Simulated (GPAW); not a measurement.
# Screening of a field by Cr2CO2 MXene monolayer, part 2 of 2

Aim: the dipole that a field along the normal induces in Cr2CO2 MXene monolayer.

GPAW 26.7.0; GPAW, PAW setups; layer in a repeated cell with vacuum, relaxation of atoms and in-plane cell (the session's first sound run).

So far. Step 9 (Field on): The dipole is now 0.0443 e Å, against -1.9e-4 in the run without a field.

## (10) Field on

run.py reads:

```python
import json
import numpy as np
from ase import Atoms
from gpaw import GPAW, PW
from gpaw.external import ConstantElectricField

slab = Atoms(
    ['O', 'Cr', 'C', 'Cr', 'O'],
    positions=[
        [-0.00000, 1.66600, 7.00000],
        [1.44280, 0.83301, 7.94698],
        [-0.00000, 0.00000, 9.23723],
        [-0.00000, 1.66600, 10.52748],
        [1.44280, 0.83301, 11.47447]],
    cell=[[2.88561, -0.0, 0.0], [-1.4428, 2.49901, 0.0], [0.0, 0.0, 18.4745]],
    pbc=[True, True, False],
    magmoms=[0.0, 2.0, 0.0, 2.0, 0.0])

slab.calc = GPAW(mode=PW(500), xc='PBE', kpts={'size': (12, 12, 1), 'gamma': True},
                 occupations={'name': 'fermi-dirac', 'width': 0.05}, nbands='160%',
                 convergence={'density': 1e-05}, maxiter=200,
                 poissonsolver={'dipolelayer': 'xy'},
                 external=ConstantElectricField(0.3, [0, 0, 1]),
                 symmetry={'tolerance': 1e-3}, txt='slab.txt')
result = {}
energy = slab.get_potential_energy()
fermi = slab.calc.get_fermi_level()
v = slab.calc.get_electrostatic_potential().mean((0, 1)) - fermi
n = slab.calc.get_pseudo_density().mean((0, 1))
L = slab.cell[2, 2]
z = np.arange(len(v)) * L / len(v)
low, high = slab.positions[:, 2].min(), slab.positions[:, 2].max()
below, above = np.interp([low - 4.8, high + 4.8], z, v)
slopes = [np.interp(x, z, np.gradient(v, z)) for x in (low - 4.8, high + 4.8)]
eps = np.array([[slab.calc.get_eigenvalues(k, s) for k in range(len(slab.calc.get_ibz_k_points()))]
                for s in range(slab.calc.get_number_of_spins())]) - fermi
top, bottom = eps[eps < 0].max(), eps[eps > 0].min()
dipole = slab.get_dipole_moment()[2]
print(f'energy {energy:.4f} eV, Fermi level {fermi:.4f} eV, dipole {dipole:.5f} e A')
print(f'potential 4.8 A off the faces, from the Fermi level: lower {below:.4f} eV, upper {above:.4f} eV')
print(f'slope of the potential there: lower {slopes[0]:.5f}, upper {slopes[1]:.5f} eV/A')
print(f'nearest levels on the mesh: {top:.4f} and {bottom:.4f} eV')
print('magnetic moment', round(slab.get_magnetic_moment(), 3))
result.update(energy=energy, fermi=fermi, dipole=dipole, below=below, above=above, slopes=slopes, edges=[top, bottom],
              z=z.tolist(), v=v.tolist(), n=n.tolist(), positions=slab.positions.tolist(),
              forces=slab.get_forces(apply_constraint=False).tolist(), moments=slab.get_magnetic_moments().tolist())
json.dump(result, open('result.json', 'w'))
```

On the command line:

```sh
$ OMP_NUM_THREADS=1 OPENBLAS_NUM_THREADS=1 python run.py
```

Run time: 5.3 min. Hardware: 1 thread of Intel Xeon Platinum 8375C at 2.90GHz (Ice Lake), shared host; peak memory 0.48 GiB.

The electrostatic potential energy of an electron (without an applied field's), less the Fermi level, planar mean oscillates, so the rows of the table below give means over windows of 0.5 Å about each position, cut where the curve ends. Its maxima inside the range that stand out by 2 % of the span (Å: eV): 0.77: 7.26, 7.31: -10.3, 8.76: -5.79, 9.72: -6.07, 11.16: -11.4. Its minima: 7.02: -12.4, 7.99: -18.2, 9.24: -12.8, 10.49: -19.0, 11.45: -13.7.

Electrostatic potential energy of an electron (without an applied field's), less the Fermi level, planar mean against z; means over each step:

| z (Å) | electrostatic potential energy of an electron (without an applied field's), less the Fermi level, planar mean (eV) |
| --- | --- |
| 0.0 | 6.73 |
| 0.5 | 7.21 |
| 1.0 | 7.26 |
| 1.5 | 7.26 |
| 2.0 | 7.26 |
| 2.5 | 7.26 |
| 3.0 | 7.26 |
| 3.5 | 7.26 |
| 4.0 | 7.26 |
| 4.5 | 7.25 |
| 5.0 | 7.23 |
| 5.5 | 7.12 |
| 6.0 | 6.43 |
| 6.5 | 1.73 |
| 7.0 | -10.3 |
| 7.5 | -12.2 |
| 8.0 | -16.9 |
| 8.5 | -8.53 |
| 9.0 | -9.22 |
| 9.5 | -9.04 |
| 10.0 | -9.41 |
| 10.5 | -17.7 |
| 11.0 | -13.0 |
| 11.5 | -11.3 |
| 12.0 | 0.747 |
| 12.5 | 4.89 |
| 13.0 | 5.48 |
| 13.5 | 5.57 |
| 14.0 | 5.59 |
| 14.5 | 5.59 |
| 15.0 | 5.59 |
| 15.5 | 5.59 |
| 16.0 | 5.59 |
| 16.5 | 5.59 |
| 17.0 | 5.59 |
| 17.5 | 5.59 |
| 18.0 | 5.66 |

The dipole is now 0.0664 e Å, against -1.9e-4 in the run without a field.

## (11) The series

The members are put on one axis.

This step: induced dipole against applied field (GPAW 26.7.0).

The dipole along the normal by field:

| field (V/Å) | dipole along the normal (e·Å) |
| --- | --- |
| -0.200 | -0.0443 |
| -0.100 | -0.0221 |
| -0.050 | -0.0111 |
| 0.000 | -1.9e-4 |
| 0.050 | 0.0111 |
| 0.100 | 0.0221 |
| 0.200 | 0.0443 |
| 0.300 | 0.0664 |

## (12) A changed run

One more run, with changed settings.

This step: GPAW, PAW setups; slab in vacuum (GPAW 26.7.0).

run.py, as its differences from that of step 10:

```diff
@@ -4,3 +4,2 @@
 from gpaw import GPAW, PW
-from gpaw.external import ConstantElectricField
 
@@ -18,7 +17,6 @@
 
-slab.calc = GPAW(mode=PW(500), xc='PBE', kpts={'size': (12, 12, 1), 'gamma': True},
+slab.calc = GPAW(mode=PW(500), xc='PBE', kpts={'size': (1, 1, 1), 'gamma': True},
                  occupations={'name': 'fermi-dirac', 'width': 0.05}, nbands='160%',
-                 convergence={'density': 1e-05}, maxiter=200,
+                 convergence={'density': 1e-05}, maxiter=75,
                  poissonsolver={'dipolelayer': 'xy'},
-                 external=ConstantElectricField(0.3, [0, 0, 1]),
                  symmetry={'tolerance': 1e-3}, txt='slab.txt')
```

Elapsed: 8.2 s, on 1 thread; peak memory 0.18 GiB.

The run finished. A setting was moved off its sound value on purpose, so it serves as a test and not as the result.

The fault put into the input: one k-point (kpts = [1, 1]).

Side by side:

| quantity | this run | sound run | difference |
| --- | --- | --- | --- |
| upper work function (eV) | 6.3934 | 6.4294 | -0.0360 |
| lower work function (eV) | 6.3823 | 6.4182 | -0.0359 |
| sum of the site moments (μB) | 5.0489 | 3.9154 | 1.13 |

One result that differs is the sum of the site moments, 5.05 μB against 3.92 μB.

## (13) Summary of results

```json
{"work function, upper and lower face": "6.429 and 6.418 eV", "dipole along the normal": "-1.9e-4 e Å, near the numerical noise", "induced dipole per field": "0.221 e Å per V/Å", "out-of-plane polarisability per area, α/(ε0 A)": "5.56 Å"}
```

The field induces 0.221 e Å per V/Å, a polarisable thickness α/(ε0 A) of 5.56 Å beside 4.47 Å between the outermost nuclei. A perfect conductor would give the distance between its two image planes; a dielectric of thickness t gives t(1 - 1/ε). The induced dipole is linear in the field over this range. One magnetic start was tried; another order may lie lower. The layer's cell and atoms come from the relaxation; spin-orbit coupling and temperature are left out.

[Logs are printed without paths, hosts, clocks, repeated set-up lines and the standing remarks that a program may print on its own settings, such as how far it seeks lower states.]

[Hosts, paths, dates, database ids (printed as entryN), source tags and the programs' standing remarks are cut or masked in the printed files.]
